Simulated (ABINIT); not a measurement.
# A GW chain in ABINIT: BAs (F-43m), part 2 of 3

Wanted: ground state, empty states, screening and self-energy for BAs (F-43m).

ABINIT 10.8.3; PBE and many-body steps on it, plane waves. Known limits of the many-body steps: not at the basis limit; no spin-orbit coupling; coarse k mesh.

So far. Step 2 (Ground state): The gap is indirect, with the least direct gap 2.08 eV higher.

## 3. Bands along the symmetry lines

Level of this step: DFT, PBE, plane waves, norm-conserving pseudopotentials (ABINIT).

The cheap functional maps the bands first; the places of the edges decide which points the dearer methods must see.

The input, run.abi:

```
acell 3*1.0 Angstrom
rprim 
  -0.000000000000 2.388500000000 2.388500000000
  2.388500000000 -0.000000000000 2.388500000000
  2.388500000000 2.388500000000 -0.000000000000
ntypat 2
znucl 5 33
natom 2
typat 1 2
xred 
  0.000000000000 0.000000000000 0.000000000000
  0.250000000000 0.250000000000 0.250000000000
pp_dirpath "pseudos"
pseudos "B.upf, As.upf"
ecut 44
iscf -2
irdden 1
kptopt 0
nkpt 50
kpt 
  0.00000000 0.00000000 0.00000000
  -0.06250000 -0.06250000 0.00000000
  -0.12500000 -0.12500000 0.00000000
  -0.18750000 -0.18750000 0.00000000
  -0.25000000 -0.25000000 0.00000000
  -0.31250000 -0.31250000 0.00000000
  -0.37500000 -0.37500000 0.00000000
  -0.43750000 -0.43750000 0.00000000
  -0.50000000 -0.50000000 0.00000000
  -0.48437500 -0.48437500 0.03125000
  -0.46875000 -0.46875000 0.06250000
  -0.45312500 -0.45312500 0.09375000
  -0.43750000 -0.43750000 0.12500000
  -0.42187500 -0.42187500 0.15625000
  -0.40625000 -0.40625000 0.18750000
  -0.39062500 -0.39062500 0.21875000
  -0.37500000 -0.37500000 0.25000000
  -0.37500000 0.00000000 0.37500000
  -0.32812500 0.00000000 0.32812500
  -0.28125000 0.00000000 0.28125000
  -0.23437500 0.00000000 0.23437500
  -0.18750000 0.00000000 0.18750000
  -0.14062500 0.00000000 0.14062500
  -0.09375000 0.00000000 0.09375000
  -0.04687500 0.00000000 0.04687500
  0.00000000 0.00000000 0.00000000
  0.00000000 0.00000000 0.06250000
  0.00000000 0.00000000 0.12500000
  0.00000000 0.00000000 0.18750000
  0.00000000 0.00000000 0.25000000
  0.00000000 0.00000000 0.31250000
  0.00000000 0.00000000 0.37500000
  0.00000000 0.00000000 0.43750000
  -0.00000000 -0.00000000 0.50000000
  -0.06250000 -0.03125000 0.46875000
  -0.12500000 -0.06250000 0.43750000
  -0.18750000 -0.09375000 0.40625000
  -0.25000000 -0.12500000 0.37500000
  -0.31250000 -0.15625000 0.34375000
  -0.37500000 -0.18750000 0.31250000
  -0.43750000 -0.21875000 0.28125000
  -0.50000000 -0.25000000 0.25000000
  -0.50000000 -0.28125000 0.21875000
  -0.50000000 -0.31250000 0.18750000
  -0.50000000 -0.34375000 0.15625000
  -0.50000000 -0.37500000 0.12500000
  -0.50000000 -0.40625000 0.09375000
  -0.50000000 -0.43750000 0.06250000
  -0.50000000 -0.46875000 0.03125000
  -0.50000000 -0.50000000 0.00000000
istwfk *1
nband 20
nbdbuf 2
tolwfr 1e-08
nstep 40
prtwf 0
prtvol 0
indata_prefix "in"
outdata_prefix "out"
tmpdata_prefix "tmp"
```

Command:

```console
$ OMP_NUM_THREADS=1 mpirun -n 8 abinit run.abi > log
```

Numbers of over 12 decimals in the logs are rounded to 6 here.

Output:

```text
.Version 10.8.3 of ABINIT. v10.8.2 released Aug 2026.

 Symmetries : space group F-4 3 m (#216); Bravais cF (face-center cubic)
[... echo of the input left out ...]
== DATASET  1 ==================================================================
-   mpi_nproc: 8, omp_nthreads: 1 (-1 if OMP is not activated)

--- !DatasetInfo
iteration_state: {dtset: 1, }
dimensions: {natom: 2, nkpt: 50, mband: 20, nsppol: 1, nspinor: 1, nspden: 1, mpw: 2637, }
cutoff_energies: {ecut:  44.0, pawecutdg:  -1.0, }
electrons: {nelect:   2.60000000E+01, charge:   0.00000000E+00, occopt:   1.00000000E+00, tsmear:   1.00000000E-02, }

 Real(R)+Recip(G) space primitive vectors, cartesian coordinates (Bohr,Bohr^-1):
 R(1)=  0.0000000  4.5136109  4.5136109  G(1)= -0.1107761  0.1107761  0.1107761
 R(2)=  4.5136109  0.0000000  4.5136109  G(2)=  0.1107761 -0.1107761  0.1107761
 R(3)=  4.5136109  4.5136109  0.0000000  G(3)=  0.1107761  0.1107761 -0.1107761
 Unit cell volume ucvol=  1.8390873E+02 bohr^3
 Angles (23,13,12)=  6.00000000E+01  6.00000000E+01  6.00000000E+01 degrees

 getcut: wavevector=  0.0000  0.0000  0.0000  ngfft=  40  40  40
         ecut(hartree)=     44.000   => boxcut(ratio)=   2.09860

--- Pseudopotential description ------------------------------------------------
- B Generated using ONCVPSP code by D. R. Hamann
-  5.00000   3.00000  171031                  znucl, zion, pspdat
12 -101130 1 -1 1534                          pspcod,pspxc,lmax,lloc,mmax
     nproj     2     2     0
  pspatm : epsatm=    3.38844616
         --- l  ekb(1:nproj) -->
             0    8.382104    1.234201
             1   -3.719492   -0.867526
 pspatm: atomic psp has been read  and splines computed

- As Generated using ONCVPSP code by D. R. Hamann
- 33.00000  23.00000  171031                  znucl, zion, pspdat
12 -101130 2 -1 1358                          pspcod,pspxc,lmax,lloc,mmax
     nproj     2     2     2
  pspatm : epsatm=   24.77333152
         --- l  ekb(1:nproj) -->
             0    4.034276   -2.353825
[...]
pspatm: atomic psp has been read  and splines computed

--------------------------------------------------------------------------------

================================================================================
 prteigrs : about to open file out_EIG
 Non-SCF case, kpt    1 (  0.00000  0.00000  0.00000), residuals and eigenvalues=
  2.91E-09  2.27E-09  2.60E-09  5.24E-09  3.85E-09  5.15E-09  6.73E-09  4.34E-09
  4.72E-09  6.67E-09  9.35E-09  1.34E-09  5.03E-09  6.15E-09  1.57E-09  7.14E-09
  7.81E-09  8.07E-09  3.07E-05  4.56E-04
 -6.5247E+00 -4.4426E+00 -4.4426E+00 -4.4426E+00 -1.0247E+00 -1.0247E+00
 -1.0247E+00 -1.0240E+00 -1.0240E+00 -2.7205E-01  2.9395E-01  2.9395E-01
  2.9395E-01  4.1483E-01  4.1483E-01  4.1483E-01  4.6596E-01  6.4661E-01
  7.7817E-01  7.7837E-01
 Non-SCF case, kpt    2 ( -0.06250 -0.06250  0.00000), residuals and eigenvalues=
[...]
7.2574E-01  7.8221E-01
 Non-SCF case, kpt    3 ( -0.12500 -0.12500  0.00000), residuals and eigenvalues=
[...]
9.82E-09  5.89E-09  1.24E-08  6.59E-05
[...]
6.9492E-01  7.9229E-01
[...]
Non-SCF case, kpt   49 ( -0.50000 -0.46875  0.03125), residuals and eigenvalues=
[...]
9.1874E-01  9.4146E-01
 Non-SCF case, kpt   50 ( -0.50000 -0.50000  0.00000), residuals and eigenvalues=
[...]
-1.0239E+00 -1.0239E+00 -1.0235E+00 -1.1853E-01 -1.8916E-02  1.4425E-01
  1.4425E-01  3.4735E-01  3.4754E-01  7.1279E-01  7.1279E-01  7.6721E-01
  9.2947E-01  9.5735E-01

--- !ResultsGS
iteration_state: {dtset: 1, }
comment   : Summary of ground state results
lattice_vectors:
- [ -0.0000000,   4.5136109,   4.5136109, ]
- [  4.5136109,  -0.0000000,   4.5136109, ]
- [  4.5136109,   4.5136109,  -0.0000000, ]
lattice_lengths: [   6.38321,    6.38321,    6.38321, ]
lattice_angles: [ 60.000,  60.000,  60.000, ] # degrees, (23, 13, 12)
lattice_volume:   1.8390873E+02
convergence: {deltae:  0.000E+00, res2:  0.000E+00, residm:  9.990E-09, diffor:  0.000E+00, }
etotal    :  -3.08192795E+02
entropy   :   0.00000000E+00
fermie    :   2.93949411E-01
cartesian_stress_tensor: null
pressure_GPa: null
xred      :
- [  0.0000E+00,   0.0000E+00,   0.0000E+00,  B]
- [  2.5000E-01,   2.5000E-01,   2.5000E-01, As]
cartesian_forces: null
force_length_stats: {min: null, max: null, mean: null, }

 Integrated electronic density in atomic spheres:
 ------------------------------------------------
 Atom  Sphere_radius  Integrated_density
[...]
================================================================================

 ----iterations are completed or convergence reached----

 Mean square residual over all n,k,spin=   48.803E-10; max=  99.902E-10
 reduced coordinates (array xred) for    2 atoms
       0.000000000000      0.000000000000      0.000000000000
       0.250000000000      0.250000000000      0.250000000000

 cartesian coordinates (angstrom) at end:
[...]
length scales=  1.889726125908  1.889726125908  1.889726125908 bohr
              =  1.000000000000  1.000000000000  1.000000000000 angstroms
 prteigrs : about to open file out_EIG
 Eigenvalues (hartree) for nkpt=  50  k points:
 kpt#   1, nband= 20, wtk=  1.00000, kpt=  0.0000  0.0000  0.0000 (reduced coord)
[...]
kpt#   2, nband= 20, wtk=  1.00000, kpt= -0.0625 -0.0625  0.0000 (reduced coord)
[...]
kpt#   3, nband= 20, wtk=  1.00000, kpt= -0.1250 -0.1250  0.0000 (reduced coord)
[...]
kpt#  49, nband= 20, wtk=  1.00000, kpt= -0.5000 -0.4687  0.0313 (reduced coord)
[...]
0.71038    0.76503    0.91874    0.94146
 kpt#  50, nband= 20, wtk=  1.00000, kpt= -0.5000 -0.5000  0.0000 (reduced coord)
  -6.52474   -4.44253   -4.44252   -4.44252   -1.02478   -1.02409   -1.02389   -1.02389
  -1.02352   -0.11853   -0.01892    0.14425    0.14425    0.34735    0.34754    0.71279
   0.71279    0.76721    0.92947    0.95735

== END DATASET(S) ==============================================================
================================================================================

 -outvars: echo values of variables after computation  --------
            nband          20
             nkpt          50
          spgroup         216
 [... the other variables as echoed above ...]

 Calculation completed.
```

Elapsed: 7.9 s, on 8 MPI ranks of Arm Neoverse V1, shared host; peak memory 0.5 GiB; 63 s of CPU time.

Numbers from this step:

- gap: 1.208 eV
- k of the valence top: 0, 0, 0
- k of the conduction bottom: -0.375, -0.375, 0
- least direct gap: 3.289 eV

The gap is 1.208 eV, as in the run before at this level.

The electronic bands at the labelled points (eV, zero at the top of the highest filled band):

| point | band 10 | band 11 | band 12 | band 13 | band 14 | band 15 | band 16 | band 17 |
| --- | --- | --- | --- | --- | --- | --- | --- | --- |
| Γ | -15.40 | 0.00 | 0.00 | 0.00 | 3.29 | 3.29 | 3.29 | 4.68 |
| halfway | -14.06 | -4.10 | -2.70 | -2.70 | 1.67 | 4.55 | 7.42 | 7.42 |
| X | -11.22 | -8.51 | -4.07 | -4.07 | 1.45 | 1.46 | 11.40 | 11.40 |
| halfway | -11.19 | -8.41 | -4.90 | -3.92 | 1.61 | 2.81 | 10.72 | 10.82 |
| U | -11.27 | -8.13 | -5.94 | -3.48 | 2.06 | 5.56 | 9.24 | 9.78 |
| jump to K | -11.27 | -8.13 | -5.94 | -3.48 | 2.06 | 5.56 | 9.24 | 9.78 |
| halfway | -13.92 | -5.13 | -3.78 | -1.13 | 3.99 | 4.92 | 5.80 | 7.01 |
| Γ | -15.40 | 0.00 | 0.00 | 0.00 | 3.29 | 3.29 | 3.29 | 4.68 |
| halfway | -14.40 | -4.93 | -1.15 | -1.15 | 3.07 | 4.67 | 4.67 | 7.91 |
| L | -12.53 | -8.77 | -1.82 | -1.82 | 2.70 | 4.81 | 4.81 | 8.90 |
| halfway | -11.96 | -8.28 | -4.55 | -3.07 | 3.99 | 4.79 | 7.48 | 9.06 |
| W | -11.07 | -8.05 | -5.48 | -5.19 | 5.28 | 5.95 | 6.84 | 7.06 |
| halfway | -11.15 | -8.31 | -4.81 | -4.69 | 2.90 | 3.02 | 9.72 | 10.01 |
| X | -11.22 | -8.51 | -4.07 | -4.07 | 1.45 | 1.46 | 11.40 | 11.40 |

The electronic bands as a text plot (rows in eV, shown from -8.0 to 7.2 only):

```
    6.9 |                   +++++++        +            +++
    6.3 |    +                     ++    ++          +   ++
    5.6 |  +++            +   +++                   +   +  +
    5.0 |++++            +      +++  ++++    +++++++  ++ +++
    4.4 |     ++                 ++++      ++       ++ ++   +
    3.7 | +     ++      +     ++++++++  +++          ++
    3.1 |++            +    ++       +++ +++++++  +++        +
    2.5 |  ++     +        +                    ++            +
    1.8 |    +++   ++ +++++                                    ++
    1.2 |       +++++++
    0.6 |
   -0.1 |**                        ******
   -0.7 | *                      **  *  ****
   -1.3 |  **                   *  **       ****
   -2.0 |    *                **   **    **     *****
   -2.6 |    ***            **   **                 **
   -3.2 |       **        **               *          *
   -3.9 |     **  ********      ***                  * *        *
   -4.5 |             *       **                      * **   ***
   -5.1 |              **       *           *          *  ***
   -5.8 |       **       *****                          ***
   -6.4 |                     **             **
   -7.0 |         *         **
   -7.7 |          **      *                   *        *
         Γ           X  U|K            Γ         L        W     X
```

## 4. Empty states on the mesh, 4×4×4 mesh, 110 bands

The sums over transitions need many empty states on a uniform mesh; this step solves for them.

The input, run.abi:

```
acell 3*1.0 Angstrom
rprim 
  -0.000000000000 2.388500000000 2.388500000000
  2.388500000000 -0.000000000000 2.388500000000
  2.388500000000 2.388500000000 -0.000000000000
ntypat 2
znucl 5 33
natom 2
typat 1 2
xred 
  0.000000000000 0.000000000000 0.000000000000
  0.250000000000 0.250000000000 0.250000000000
pp_dirpath "pseudos"
pseudos "B.upf, As.upf"
ecut 44
ngkpt 4 4 4
nshiftk 1
shiftk 0 0 0
kptopt 1
chksymbreak 0
irdden 1
istwfk *1
nband 110
prtvol 0
optdriver 6
gwr_task "HDIAGO"
paral_kgb 0
occopt 1
indata_prefix "in"
outdata_prefix "out"
tmpdata_prefix "tmp"
```

Output:

```text
[banner, memory and clock lines left out]
.Version 10.8.3 of ABINIT. v10.8.2 released Aug 2026.

 Symmetries : space group F-4 3 m (#216); Bravais cF (face-center cubic)
[... echo of the input left out ...]
== DATASET  1 ==================================================================
-   mpi_nproc: 8, omp_nthreads: 1 (-1 if OMP is not activated)

--- !DatasetInfo
iteration_state: {dtset: 1, }
dimensions: {natom: 2, nkpt: 8, mband: 110, nsppol: 1, nspinor: 1, nspden: 1, mpw: 2637, }
cutoff_energies: {ecut:  44.0, pawecutdg:  -1.0, }
electrons: {nelect:   2.60000000E+01, charge:   0.00000000E+00, occopt:   1.00000000E+00, tsmear:   1.00000000E-02, }

.Using double precision arithmetic; gwpc =  8

- Reading GS density from: in_DEN

--- Pseudopotential description ------------------------------------------------
- B Generated using ONCVPSP code by D. R. Hamann
-  5.00000   3.00000  171031                  znucl, zion, pspdat
12 -101130 1 -1 1534                          pspcod,pspxc,lmax,lloc,mmax
     nproj     2     2     0
  pspatm : epsatm=    3.38844616
         --- l  ekb(1:nproj) -->
             0    8.382104    1.234201
             1   -3.719492   -0.867526
 pspatm: atomic psp has been read  and splines computed

- As Generated using ONCVPSP code by D. R. Hamann
- 33.00000  23.00000  171031                  znucl, zion, pspdat
12 -101130 2 -1 1358                          pspcod,pspxc,lmax,lloc,mmax
     nproj     2     2     2
  pspatm : epsatm=   24.77333152
         --- l  ekb(1:nproj) -->
             0    4.034276   -2.353825
             1   -6.723548   -2.113112
             2  -10.105298   -4.355719
 pspatm: atomic psp has been read  and splines computed

   7.32206220E+02                                ecore*ucvol(ha*bohr**3)

 Total charge density [el/Bohr^3]
)     Maximum=    7.0999E+00  at reduced coord.    0.2000    0.3000    0.3000
)     Minimum=    4.5090E-03  at reduced coord.    0.7500    0.7500    0.7500
   Integrated=    2.6000E+01

 === KS gaps after direct diagonalization ===
 Indirect band gap semiconductor
 Fundamental gap:     1.453 (eV)
   VBM:     7.999 (eV) at k: [ 0.0000E+00,  0.0000E+00,  0.0000E+00]
   CBM:     9.452 (eV) at k: [ 5.0000E-01,  5.0000E-01,  0.0000E+00]
 Direct gap:         3.289 (eV) at k: [ 0.0000E+00,  0.0000E+00,  0.0000E+00]

== END DATASET(S) ==============================================================

 -outvars: echo values of variables after computation  --------
           etotal      0.0000000000E+00
            nband         110
             nkpt           8
          spgroup         216
 [... the other variables as echoed above ...]

 Calculation completed.
```

Run time: 17 s. Hardware: 8 MPI ranks; peak memory 3.3 GiB.

Numbers from this step:

```yaml
gap: 1.453 eV
k_of_the_valence_top: 0, 0, 0
k_of_the_conduction_bottom: 0.5, 0.5, 0
least_direct_gap: 3.289 eV
k_points_computed: 8
lowest_point_of_the_top_converged_band_above_the_valence_top: 112.2428 eV
```

On this mesh the gap is 1.453 eV. The earlier step found 1.208 eV, so this mesh misses an edge.

## 5. Screening, 4×4×4 mesh, 102 bands, screening to 190.5 eV

The RPA dielectric matrix is built and inverted for each q.

This step: RPA screening on PBE, plane waves, norm-conserving pseudopotentials.

Changes to run.abi since step 4:

```diff
@@ -20,10 +20,11 @@
 chksymbreak 0
-irdden 1
 istwfk *1
-nband 110
-prtvol 0
-optdriver 6
-gwr_task "HDIAGO"
-paral_kgb 0
 occopt 1
+irdwfk 1
+optdriver 3
+nband 102
+ecuteps 7
+inclvkb 2
+awtr 1
+symchi 1
 indata_prefix "in"
```

Output:

```text
.Version 10.8.3 of ABINIT. v10.8.2 released Aug 2026.

 Symmetries : space group F-4 3 m (#216); Bravais cF (face-center cubic)
[... echo of the input left out ...]
== DATASET  1 ==================================================================
-   mpi_nproc: 8, omp_nthreads: 1 (-1 if OMP is not activated)

--- !DatasetInfo
iteration_state: {dtset: 1, }
dimensions: {natom: 2, nkpt: 8, mband: 102, nsppol: 1, nspinor: 1, nspden: 1, mpw: 2637, }
cutoff_energies: {ecut:  44.0, pawecutdg:  -1.0, }
electrons: {nelect:   2.60000000E+01, charge:   0.00000000E+00, occopt:   1.00000000E+00, tsmear:   1.00000000E-02, }

 SCREENING: Calculation of the susceptibility and dielectric matrices

 Based on a program developped by R.W. Godby, V. Olevano, G. Onida, and L. Reining.
 Incorporated in ABINIT by V. Olevano, G.-M. Rignanese, and M. Torrent.
.Using double precision arithmetic ; gwpc =  8

[... cell and pseudopotentials left out ...]
--------------------------------------------------------------------------------

 ==== K-mesh for the wavefunctions ====
 Number of points in the irreducible wedge :     8
[... list of points left out ...]
 Together with 24 symmetry operations and time-reversal symmetry
 yields    64 points in the full Brillouin Zone.

 ==== Q-mesh for the screening function ====
 Number of points in the irreducible wedge :     8
[... list of points left out ...]
 Together with 24 symmetry operations and time-reversal symmetry
 yields    64 points in the full Brillouin Zone.

 setmesh: FFT mesh size selected  =    27x   27x   27
          total number of points  =        19683

 vcoul_init : cutoff-mode = AUXILIARY_FUNCTION
 q-points for optical limit:   1
     1)      0.000010    0.000020    0.000030

- screening: taking advantage of time-reversal symmetry
- Maximum band index for partially occupied states nbvw = 13
- Remaining bands to be divided among processors   nbcw = 89
- Number of bands treated by each node ~11

 Number of electrons calculated from density =   26.0000; Expected =   26.0000
 average of density, n =  0.141374
 r_s =    1.1908
 omega_plasma =   36.2695 [eV]

 calculating chi0 at frequencies [eV] :
  1    0.000000E+00    0.000000E+00
  2    0.000000E+00    3.626946E+01

--------------------------------------------------------------------------------
  q-point number  1        q = ( 0.000000, 0.000000, 0.000000) [r.l.u.]
--------------------------------------------------------------------------------
[... chi0 elements left out ...]
 For q-point:  0.000010 0.000020 0.000030
  dielectric constant =  13.9924
  dielectric constant without local fields =  15.2988

  Average fulfillment of the sum rule on Im[epsilon] for q-point    1 :     48.24  [%]
[... wings left out ...]
  q-point number  2        q = ( 0.250000, 0.000000, 0.000000) [r.l.u.]
--------------------------------------------------------------------------------
[... chi0 elements left out ...]
  Average fulfillment of the sum rule on Im[epsilon] for q-point    2 :     55.68  [%]

 [... 6 further q-points ...]
```

It took 13 s on 8 MPI ranks; peak memory 1.1 GiB; 1.7 min of CPU time.

Numbers from this step:

| Quantity | Value |
| --- | --- |
| ε∞ with local fields, on this mesh, along the program's q direction | 13.99 |
| the same without local fields | 15.30 |
| plasma frequency | 36.27 eV |
| plane waves in the screening matrix | 169 |

Local fields lower ε∞ by 9 %. On a Γ-centred mesh this coarse the value itself is usually too large, while a short band sum pulls it down.

(Part 2 of 3 ends here.)

[Paths, hosts, dates, memory and timing lines, banners, echoed tables and standing remarks are left out of the program output.]

[Logs are printed without paths, hosts, clocks, repeated set-up lines and the standing remarks that a program may print on its own settings, such as how far it seeks lower states.]

[Runs of the session that timed out or met a known fault of the program may be left out.]

[No measured gap is set beside runs whose start may be inverted or whose files or cutoffs have a known fault.]

[Hosts, paths, dates, database ids (printed as entryN), source tags and the programs' standing remarks are cut or masked in the printed files.]

[G0W0 gaps are taken among the corrected bands and points alone; a level outside them can change the order at an edge.]

[Where Ansatz stands beside ABINIT at settings called matched, ABINIT's density can come from a denser mesh and the files from another edition; pairs whose starting gaps differed by over 0.03 eV were left out, so agreement reads better than it is.]
